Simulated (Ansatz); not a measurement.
## CdCu2Si2: relaxing a made-up structure

This structure for CdCu2Si2 is made up. Its elements were placed in a known structure type with a cell scaled to their sizes. What cell does the guess relax to, and how far off was it?

Calculated with Ansatz 0.2.0; DFT, PBEsol, plane-wave PAW, default files, scalar-relativistic, ferromagnetic start, cell and ions relaxed at zero pressure, in the first sound run; inputs show where later runs differ.

### 1. The starting structure

Symmetry: I4/mmm, No. 139, tetragonal system. Conventional cell: a = 3.988 Å, b = 3.988 Å, c = 9.099 Å, α = 90.00°, β = 90.00°, γ = 90.00°. Nearest to Cd lie 8 Cu at 3.02 Å and 8 Si at 3.04 Å. Nearest to Cu lie 4 Si at 2.30 Å and 4 Cu at 2.82 Å and 4 Cd at 3.02 Å. Nearest to Si lie 1 Si at 2.26 Å and 4 Cu at 2.30 Å and 4 Cd at 3.04 Å. Farther neighbours are not listed.

### 2. Relaxing cell and atoms

The guessed cell has no reason to be at equilibrium. It is relaxed with the atoms, within the space group of the guess.

Contents of input.yaml:

```yaml
crystal:
  lattice:
    - [-1.994, 1.994, 4.5495]
    - [1.994, -1.994, 4.5495]
    - [1.994, 1.994, -4.5495]
  atoms:
    - { symbol: Cd, position: [0.0, 0.0, 0.0] }
    - { symbol: Cu, position: [0.25, 0.75, 0.5], spin: 0.6 }
    - { symbol: Cu, position: [0.75, 0.25, 0.5], spin: 0.6 }
    - { symbol: Si, position: [0.6241, 0.6241, 0.0] }
    - { symbol: Si, position: [0.3759, 0.3759, 0.0] }
magnetization:
  spin_polarized: true
kpoints:
  mp_grid: { grid: [9, 9, 9] }
scf:
  occupations: { method: fermi_dirac, width: 0.05 }
hamiltonian:
  xc: pbesol
  pseudopotentials: { kind: paw }
relax:
  f_tol: 0.015
  max_steps: 70
  cell: {}
output:
  forces: true
  stress: true
```

Command:

```
ansatz run input.yaml --threads 4 --pin off --max-ram 8192MiB --backend cpu --events-out ev --progress --plain --runs-dir out
```

Numbers of over 12 decimals in the logs are rounded to 6 here.

Log:

```text
Engine: ansatz 0.2.0, aarch64-unknown-linux-gnu
Pseudopotentials: kind: paw
Pseudopotential: Cd, paw, valence charge 20, recommended cutoff 420 eV (normal), Cd.paw.azcp
Pseudopotential: Cu, paw, valence charge 19, recommended cutoff 420 eV (normal), Cu.paw.azcp
Pseudopotential: Si, paw, valence charge 4, recommended cutoff 420 eV (normal), Si.paw.azcp
Functional definition: PBEsol
  exchange = pbesol_x
  correlation = pbesol_c
Crystal: 5 atoms, lattice volume = 72.356 Å³
Basis set: ecut = 420 eV, 1395 PW (Γ), exchange–correlation on 72×72×72 points (8 copies of the dense FFT grid, shifted against one another)
Bands: 41, of which v1, the nominal top of the filled ones, is band 33 counted from 1 (32 counted from 0)
Symmetry: 16 space group operations
Space group: I4/mmm (ITA 139), of the structure as read, at distance tolerance 4.2e-5 Å
Magnetic group: BNS 139.531 (UNI 1191), of the structure as read, at distance tolerance 4.2e-5 Å
k-points: 75 of 729
Non-local potential: Cd, projectors of the file, l = 0: 3, l = 1: 2, l = 2: 2, l = 3: 1
Non-local potential: Cu, projectors of the file, l = 0: 3, l = 1: 2, l = 2: 3, l = 3: 1
Non-local potential: Si, projectors of the file, l = 0: 2, l = 1: 2, l = 2: 2
PAW form: soft (Blöchl's): semilocal exchange-correlation on the pseudo side does not see the compensation charge
PAW frozen core: Cd, regenerated for the run's functional, and the local potential with it (the file was generated under x = pbe(κ = 0.804, μ = 0.219515), c = pbe(β = 0.066725))
PAW frozen core: Cu, regenerated for the run's functional, and the local potential with it (the file was generated under x = pbe(κ = 0.804, μ = 0.219515), c = pbe(β = 0.066725))
PAW frozen core: Si, regenerated for the run's functional, and the local potential with it (the file was generated under x = pbe(κ = 0.804, μ = 0.219515), c = pbe(β = 0.066725))
PAW one-centre angular grid: Cd, 590 points (default); XC on 64 Gauss nodes
PAW one-centre angular grid: Cu, 590 points (default); XC on 64 Gauss nodes
PAW one-centre angular grid: Si, 110 points (default); XC on 64 Gauss nodes
Initial density: superposition of atomic densities (chi_scale 0.1, normalization cell)
Starting moments: Σ|m| = 1.2 μB on 2 of 5 sites
Initial wavefunctions: pseudopotential atomic-orbital guess
Functional: x = pbesol(κ = 0.804, μ = 0.123457), c = pbesol(β = 0.046)
SCF iter   1: F=—  HF=-22608.817164 eV  |F-HF|=—  |Δ(HF+E_count)|=         —  Δρ=1.65e-1 (↑1.65e-1 ↓1.06e-1)  dr2=3.86e1  dr2_m=6.37e-1  M=0.338 μB ∫|m|=0.441 μB  β_m=0.30  ethr=3.10e-3  ⟨swp⟩=6.5  Hψ=23884  notcnv=0  defer=17
preconditioner: auto → Kerker (q_TF=auto, 2.687 Å⁻¹)  [metal: Δε(μ)=0.003 eV  Ē_g=8.856 eV  σ=0.050 eV  W_gap=0.02  n_scr=30 (ndim 8)  ℏωp=28.3 eV  f_vac=0.000  D(μ)=2.20/eV (n_scr^D=14)]
spin=Collinear: Kerker preconditioning applied to the charge; magnetization (m = ρ↑ − ρ↓) channel mixes plain (no charge-response kernel on spin).
SCF iter   2: F=—  HF=-22605.264236 eV  |F-HF|=—  |Δ(HF+E_count)|=    3.55e0  Δρ=6.18e-2 (↑2.33e-2 ↓6.18e-2)  dr2=2.27e0  dr2_m=7.75e-1  M=0.094 μB ∫|m|=0.142 μB  β_m=0.30  ethr=3.10e-3  ⟨swp⟩=3.0  Hψ=15966  notcnv=0  defer=284
SCF iter   3: F=—  HF=-22604.245721 eV  |F-HF|=—  |Δ(HF+E_count)|=    1.02e0  Δρ=4.27e-2 (↑4.27e-2 ↓1.75e-2)  dr2=1.76e0  dr2_m=3.81e-1  M=0.094 μB ∫|m|=0.143 μB  β_m=0.30  ethr=3.10e-3  ⟨swp⟩=2.1  Hψ=10293  notcnv=0  defer=294
SCF iter   4: F=—  HF=-22603.684107 eV  |F-HF|=—  |Δ(HF+E_count)|=   5.62e-1  Δρ=2.15e-2 (↑1.75e-2 ↓2.15e-2)  dr2=6.48e-2  dr2_m=2.33e-1  M=0.061 μB ∫|m|=0.095 μB  β_m=0.30  ethr=2.66e-3  ⟨swp⟩=2.4  Hψ=10371  notcnv=0  defer=303
SCF iter   5: F=—  HF=-22603.764668 eV  |F-HF|=—  |Δ(HF+E_count)|=   8.06e-2  Δρ=2.95e-2 (↑3.52e-3 ↓2.95e-2)  dr2=4.68e-1  dr2_m=1.37e-1  M=0.041 μB ∫|m|=0.067 μB  β_m=0.30  ethr=9.82e-5  ⟨swp⟩=2.0  Hψ=13201  notcnv=0  defer=302
SCF iter   6: F=—  HF=-22603.737460 eV  |F-HF|=—  |Δ(HF+E_count)|=   2.72e-2  Δρ=1.77e-2 (↑4.04e-3 ↓1.77e-2)  dr2=1.28e-1  dr2_m=7.52e-2  M=0.032 μB ∫|m|=0.053 μB  β_m=0.30  ethr=9.82e-5  ⟨swp⟩=2.0  Hψ=8894  notcnv=0  defer=302
Mixer restart at iter 6: flushing history
spin-set hold released at iteration 6 (site moments contracting): the magnetisation degrees of freedom join the quasi-Newton model from the next iteration; the mixer history was flushed
SCF iter   7: F=—  HF=-22603.725095 eV  |F-HF|=—  |Δ(HF+E_count)|=   1.24e-2  Δρ=9.16e-3 (↑6.88e-3 ↓9.16e-3)  dr2=1.39e-2  dr2_m=4.16e-2  M=0.024 μB ∫|m|=0.042 μB  β_m=0.49  ethr=9.82e-5  ⟨swp⟩=2.0  Hψ=8704  notcnv=0  defer=303
SCF iter   8: F=—  HF=-22603.731144 eV  |F-HF|=—  |Δ(HF+E_count)|=   6.05e-3  Δρ=8.46e-3 (↑1.88e-3 ↓8.46e-3)  dr2=5.73e-2  dr2_m=7.53e-3  M=0.009 μB ∫|m|=0.020 μB  β_m=0.44  ethr=2.11e-5  ⟨swp⟩=2.0  Hψ=13018  notcnv=0  defer=300
SCF iter   9: F=—  HF=-22603.720837 eV  |F-HF|=—  |Δ(HF+E_count)|=   1.03e-2  Δρ=1.87e-3 (↑1.87e-3 ↓8.52e-4)  dr2=2.56e-3  dr2_m=1.85e-4  M=0.001 μB ∫|m|=0.006 μB  β_m=0.72  ethr=2.11e-5  ⟨swp⟩=2.0  Hψ=11319  notcnv=0  defer=300
SCF iter  10: F=—  HF=-22603.721320 eV  |F-HF|=—  |Δ(HF+E_count)|=   4.82e-4  Δρ=1.22e-4 (↑1.22e-4 ↓1.16e-4)  dr2=3.43e-5  dr2_m=7.49e-8  M=-0.000 μB ∫|m|=0.000 μB  β_m=0.70  ethr=3.88e-6  ⟨swp⟩=2.0  Hψ=8174  notcnv=0  defer=300
SCF iter  11: F=—  HF=-22603.721335 eV  |F-HF|=—  |Δ(HF+E_count)|=   1.51e-5  Δρ=9.06e-5 (↑7.61e-5 ↓9.06e-5)  dr2=1.68e-5  dr2_m=5.99e-8  M=-0.000 μB ∫|m|=0.000 μB  β_m=0.85  ethr=5.20e-8  ⟨swp⟩=2.0  Hψ=9437  notcnv=0  defer=300
SCF iter  12: F=—  HF=-22603.721342 eV  |F-HF|=—  |Δ(HF+E_count)|=   7.21e-6  Δρ=3.72e-5 (↑3.72e-5 ↓3.64e-5)  dr2=5.09e-6  dr2_m=4.02e-9  M=-0.000 μB ∫|m|=0.000 μB  β_m=0.93  ethr=2.55e-8  ⟨swp⟩=2.0  Hψ=7574  notcnv=0  defer=300
SCF iter  13: F=—  HF=-22603.721341 eV  |F-HF|=—  |Δ(HF+E_count)|=   1.06e-6  Δρ=8.07e-6 (↑6.46e-6 ↓8.07e-6)  dr2=2.29e-7  dr2_m=4.16e-9  M=-0.000 μB ∫|m|=0.000 μB  β_m=0.91  ethr=7.71e-9  ⟨swp⟩=2.8  Hψ=9204  notcnv=0  defer=300
SCF iter  14: F=—  HF=-22603.721341 eV  |F-HF|=—  |Δ(HF+E_count)|=   1.35e-8  Δρ=1.44e-6 (↑1.44e-6 ↓1.30e-6)  dr2=8.20e-9  dr2_m=2.66e-10  M=0.000 μB ∫|m|=0.000 μB  β_m=0.96  ethr=1.52e-10  ⟨swp⟩=4.0  Hψ=18362  notcnv=0
SCF iter  15: F=-22603.721341 eV  HF=-22603.721341 eV  |F-HF|=2.91e-10  |Δ(HF+E_count)|=   1.38e-9  Δρ=3.61e-7 (↑3.61e-7 ↓3.60e-7)  dr2=6.23e-10  dr2_m=5.57e-13  M=0.000 μB ∫|m|=0.000 μB  ethr=1.24e-11  ⟨swp⟩=3.0  Hψ=13460  notcnv=0
[...]
the starting moments were not kept: the SCF closed with an absolute magnetisation of 1.8e-6 μB, where they sum to 1.2 μB in size (2 sites). That is at most 0.1 of that sum. Measured as dr2_m measures the in/out step, that magnetisation stands 2.3e-13 eV from none, at or under the dr2_threshold of 5.0e-7 eV: it is no larger than a step whose dr2_m would equal this threshold.
SCF 3 converged in 8 iterations: F = -22603.996751 eV  dr2 = 3.98e-8
relax step   3: F+E_penalty+E_count = -22603.99675115 eV  Δ(F+E_penalty+E_count) = -7.694e-2 eV  max|allowed force component| = 4.278e-2 eV/Å  Δτ_max = 0.0504 Å  P = -0.013 GPa  Ω = 76.459 Å³  energy of the carried Pulay correction = -1.545e-3 eV  (8 SCF iters, dr2 threshold 5.00e-7 eV, accepted)
[...]
relax step   4: F+E_penalty+E_count = -22603.99901680 eV  Δ(F+E_penalty+E_count) = -2.266e-3 eV  max|allowed force component| = 4.732e-2 eV/Å  Δτ_max = 0.0067 Å  P = -0.037 GPa  Ω = 76.297 Å³  energy of the carried Pulay correction = -1.485e-3 eV  (6 SCF iters, dr2 threshold 5.00e-7 eV, accepted)
[...]
relax step   5: F+E_penalty+E_count = -22603.99914690 eV  Δ(F+E_penalty+E_count) = -1.301e-4 eV  max|allowed force component| = 4.924e-3 eV/Å  Δτ_max = 0.0011 Å  P = +0.015 GPa  Ω = 76.253 Å³  energy of the carried Pulay correction = -1.470e-3 eV  (6 SCF iters, dr2 threshold 1.40e-7 eV, accepted)
[...]
relax step   6: F+E_penalty+E_count = -22604.00509520 eV  Δ(F+E_penalty+E_count) = -5.948e-3 eV  max|allowed force component| = 6.080e-3 eV/Å  Δτ_max = 0.0000 Å  P = +0.164 GPa  Ω = 76.253 Å³  stress off target by 4.31e-1 GPa  SCF on the basis re-selected at this cell (its energy is not comparable with the rows above)  (9 SCF iters)
[...]
relax step   7: F+E_penalty+E_count = -22604.00547463 eV  Δ(F+E_penalty+E_count) = -3.794e-4 eV  max|allowed force component| = 8.838e-4 eV/Å  Δτ_max = 0.0020 Å  P = +0.001 GPa  Ω = 76.310 Å³  energy of the carried Pulay correction = -2.460e-5 eV  (5 SCF iters, dr2 threshold 4.64e-7 eV, accepted)
iter 1 solved again at ethr=3.58e-7 eV; its pass at ethr=3.10e-3 eV (dr2=2.36e-4 eV) is discarded
SCF iter   1: F=—  HF=-22604.005491 eV  |F-HF|=—  |Δ(HF+E_count)|=         —  Δρ=1.10e-4 (↑1.10e-4 ↓1.10e-4)  dr2=8.69e-7  dr2_m=1.57e-11  M=-0.000 μB ∫|m|=0.000 μB  β_m=0.30  ethr=3.58e-7  ⟨swp⟩=3.0  Hψ=38634  notcnv=0
preconditioner: auto → Kerker (q_TF=auto, 2.663 Å⁻¹)  [metal: Δε(μ)=0.005 eV  Ē_g=9.629 eV  σ=0.050 eV  W_gap=0.03  n_scr=32 (ndim 8)  ℏωp=27.5 eV  f_vac=0.000  D(μ)=2.23/eV (n_scr^D=14)]
spin=Collinear: Kerker preconditioning applied to the charge; magnetization (m = ρ↑ − ρ↓) channel mixes plain (no charge-response kernel on spin).
SCF iter   2: F=—  HF=-22604.005496 eV  |F-HF|=—  |Δ(HF+E_count)|=   4.71e-6  Δρ=7.75e-5 (↑7.75e-5 ↓7.75e-5)  dr2=4.27e-7  dr2_m=8.95e-12  M=-0.000 μB ∫|m|=0.000 μB  β_m=0.56  ethr=1.32e-9  ⟨swp⟩=1.6  Hψ=6663  notcnv=0
SCF iter   3: F=—  HF=-22604.005504 eV  |F-HF|=—  |Δ(HF+E_count)|=   8.81e-6  Δρ=2.33e-5 (↑2.33e-5 ↓2.33e-5)  dr2=4.96e-7  dr2_m=9.88e-13  M=-0.000 μB ∫|m|=0.000 μB  β_m=0.43  ethr=6.47e-10  ⟨swp⟩=2.0  Hψ=8077  notcnv=0
SCF iter   4: F=—  HF=-22604.005505 eV  |F-HF|=—  |Δ(HF+E_count)|=   3.17e-7  Δρ=2.57e-6 (↑2.57e-6 ↓2.55e-6)  dr2=1.19e-8  dr2_m=1.48e-13  M=-0.000 μB ∫|m|=0.000 μB  β_m=0.72  ethr=6.47e-10  ⟨swp⟩=2.0  Hψ=7963  notcnv=0
SCF iter   5: F=—  HF=-22604.005505 eV  |F-HF|=—  |Δ(HF+E_count)|=  3.89e-10  Δρ=1.02e-6 (↑1.02e-6 ↓1.02e-6)  dr2=2.36e-9  dr2_m=1.18e-14  M=-0.000 μB ∫|m|=0.000 μB  β_m=0.84  ethr=1.81e-11  ⟨swp⟩=2.0  Hψ=8098  notcnv=0
SCF iter   6: F=—  HF=-22604.005505 eV  |F-HF|=—  |Δ(HF+E_count)|=   1.77e-7  Δρ=6.35e-7 (↑6.33e-7 ↓6.35e-7)  dr2=9.83e-10  dr2_m=9.19e-16  M=-0.000 μB ∫|m|=0.000 μB  β_m=0.92  ethr=3.58e-12  ⟨swp⟩=1.1  Hψ=6158  notcnv=0
SCF iter   7: F=-22604.005505 eV  HF=-22604.005505 eV  |F-HF|=1.46e-11  |Δ(HF+E_count)|=  1.78e-10  Δρ=4.84e-8 (↑4.84e-8 ↓4.84e-8)  dr2=5.43e-12  dr2_m=1.33e-17  M=0.000 μB ∫|m|=0.000 μB  ethr=1.00e-12  ⟨swp⟩=3.0  Hψ=21980  notcnv=0
the starting moments were not kept: the SCF closed with an absolute magnetisation of 1.9e-9 μB, where they sum to 1.2 μB in size (2 sites). That is at most 0.1 of that sum. Measured as dr2_m measures the in/out step, that magnetisation stands 1.9e-18 eV from none, at or under the dr2_threshold of 5.0e-11 eV: it is no larger than a step whose dr2_m would equal this threshold.
SCF 8 converged in 7 iterations: F = -22604.005505 eV  dr2 = 5.43e-12
relax step   8: F+E_penalty+E_count = -22604.00550491 eV  Δ(F+E_penalty+E_count) = -3.027e-5 eV  max|allowed force component| = 9.133e-4 eV/Å  Δτ_max = 0.0000 Å  P = +0.000 GPa  Ω = 76.310 Å³  stress off target by 3.62e-2 GPa  SCF on the basis re-selected at this cell (its energy is not comparable with the rows above)  (7 SCF iters)
basis re-selected at this cell: Δ(F+E_penalty+E_count) = -3.027e-5 eV, ΔP = -0.001 GPa vs the last step (what re-selecting the basis moved, of the pressure what is left beyond the Pulay correction that the steps carried, after the strain that the cell walked since its last selection, with what the two solves' SCF thresholds leave and, on support functions, any second-order correction that the steps lacked; it is no m [...]
SCF converged after 7 iterations
Magnetization: 0.0000 μB (33.0000 up, 33.0000 down)
Absolute magnetization: 0.0000 μB (∫|ρ↑−ρ↓|, with the PAW one-centre terms)
Spin contamination: 0.0000 ħ² per cell (⟨S²⟩ above its minimum at these occupations)
Per-site moments (μB) at R_I (Å): [(3.0793782687183974e-11, 1.231564), (3.686912006370405e-10, 0.980037), (3.68691175876808e-10, 0.980037), (1.7645946843540036e-11, 0.952877), (1.7645954723398897e-11, 0.952877)]
Free energy (F): -22604.005505 eV
Harris-Foulkes:  -22604.005505 eV  (|F-HF|=1.46e-11)
Internal energy: -22603.987862 eV  (E = F + TS)
E sigma→0 (E₀):  -22603.996683 eV
Entropy (-TS):   -0.017643 eV (-3.529 meV/atom)
Fermi energy:    13.048834 eV
--- Per-component energies (eV) ---
  E_band       = -1243.164105
  E_kinetic    = 1187.751217
  E_local      = -13642.394470  (includes V_loc(G=0)·N_el)
  E_nonlocal   = 866.580063
  E_hartree    = 6164.649214
  E_xc         = -465.152795
  E_vxc        = -548.467805  (∫ρ·V_xc dr)
  E_paw        = -8260.041141  (= ΣΔE_a)
  E_vpaw       = -1435.932332  (= ΣTr[D̂ρ^β])
  E_aug_tail   = 0.000545  (compensation charges beyond the density's cutoff)
  E_ewald      = -8456.197979
  E_core_change = 0.817485  (= ΣΔE_core)
  E_smearing   = -0.017643  (= −TS)
  E_closure    = -0.000000  (closes the sum)
  Σ components = -22604.005505   (vs F -22604.005505, Δ=0.00e0)
--- Forces (eV/Å), atoms counted from 1 ---
  atom   1  Cd    -0.00000000    -0.00000000     0.00000000
  atom   2  Cu    -0.00000000    -0.00000000     0.00000000
  atom   3  Cu     0.00000000    -0.00000000    -0.00000000
  atom   4  Si    -0.00000000     0.00000000    -0.00091330
  atom   5  Si     0.00000000     0.00000000     0.00091330
  max |Σ_I F_I| component: 1.04e-17 eV/Å
--- Stress (GPa, compression-positive) ---
       -0.017477      -0.000000       0.000000
       -0.000000      -0.017477      -0.000000
        0.000000      -0.000000       0.036241
  P = ⅓ Tr σ = 0.0004 GPa (0.004 kbar)
--- Relaxed structure (6 steps of the walk, 6 accepted, 2 SCFs on fresh bases) ---
  F+E_penalty+E_count = -22604.00550491 eV   max|allowed force component| = 9.133e-4 eV/Å   (the final SCF, on the basis selected at the relaxed cell)
  cell:  # Å, volume = 76.3104 Å³
    - [-1.946771, 1.946771, 5.033774]
    - [1.946771, -1.946771, 5.033774]
    - [1.946771, 1.946771, -5.033774]
  atoms:
    - { symbol: Cd, position: [-3.4793607469586505e-19, -3.479360746958646e-19, 0] }
    - { symbol: Cu, position: [0.250000, 0.75, 0.500000] }
    - { symbol: Cu, position: [0.75, 0.250000, 0.500000] }
    - { symbol: Si, position: [0.614725, 0.614725, 0] }
    - { symbol: Si, position: [0.385275, 0.385275, 0] }
```

Elapsed: 67 s, on 4 threads of Arm Neoverse V1, shared host; peak memory 0.67 GiB; 4.3 min of CPU time.

Relaxation path:

| step | energy less that of the first step (eV) | largest force component (eV/Å) | pressure (GPa) | volume (Å³) |
| --- | --- | --- | --- | --- |
| 1 | 0.0000 | 0.6213 | 8.92 | 72.36 |
| 2 | -0.1985 | 0.4786 | 2.83 | 75.35 |
| 3 | -0.2754 | 0.0428 | -0.01 | 76.46 |
| 4 | -0.2777 | 0.0473 | -0.04 | 76.30 |
| 5 | -0.2778 | 0.0049 | 0.01 | 76.25 |
| 6* | -0.2838 | 0.0061 | 0.16 | 76.25 |
| 7 | -0.2841 | 0.0009 | 0.00 | 76.31 |
| 8* | -0.2842 | 0.0009 | 0.00 | 76.31 |

Relaxation steps marked * repeat the geometry before them on a plane-wave basis chosen anew for their cell, so energy and pressure can jump there.

Forces are held to the 16 operations that the run works with; a distortion that breaks them can't arise in this run.

| conventional cell, symmetrised | before | after | change |
| --- | --- | --- | --- |
| a (Å) | 3.988 | 3.894 | -2.4 % |
| b (Å) | 3.988 | 3.894 | -2.4 % |
| c (Å) | 9.099 | 10.068 | +10.6 % |
| volume (Å³/atom) | 14.47 | 15.26 | +5.5 % |

The atoms that moved most (Å, as changes of fractional coordinates times the final cell):

| atom | dx | dy | dz | length |
| --- | --- | --- | --- | --- |
| Si4 | 0.000 | 0.000 | -0.094 | 0.094 |
| Si5 | 0.000 | 0.000 | 0.094 | 0.094 |

Final coordinates:

```xyz
5
Lattice="-1.9468 1.9468 5.0338 1.9468 -1.9468 5.0338 1.9468 1.9468 -5.0338" Properties=species:S:1:pos:R:3 pbc="T T T"
Cd    0.0000    0.0000    0.0000
Cu    1.9468    0.0000    2.5169
Cu    0.0000    1.9468    2.5169
Si    0.0000    0.0000    6.1888
Si    0.0000    0.0000    3.8788
```

Numbers from this step:

| Quantity | Value |
| --- | --- |
| free energy | -22604.0055 eV |
| energy at zero smearing | -22603.9967 eV |
| smearing term TS | 0.01764 eV |
| Fermi energy | 13.05 eV |
| electrons | 66 |
| symmetry operations | 16 |
| pressure | 4.29e-4 GPa |

The shortest distance of each pair, which need not be the same contact before and after:

| pair | guess (Å) | relaxed (Å) |
| --- | --- | --- |
| Si–Si | 2.258 | 2.310 |
| Cu–Si | 2.300 | 2.376 |
| Cu–Cu | 2.820 | 2.753 |
| Cd–Si | 3.038 | 2.986 |
| Cd–Cu | 3.025 | 3.182 |

The relaxation ends with a largest force component of 9.1e-4 eV/Å and a pressure of 0.00 GPa. No moment survives the cycle: this start ends non-magnetic.

(Part 1 of 2 ends here.)

[Logs are printed without paths, hosts, clocks, repeated set-up lines and the standing remarks that a program may print on its own settings, such as how far it seeks lower states.]

[Hosts, paths, dates, database ids (printed as entryN), source tags and the programs' standing remarks are cut or masked in the printed files.]
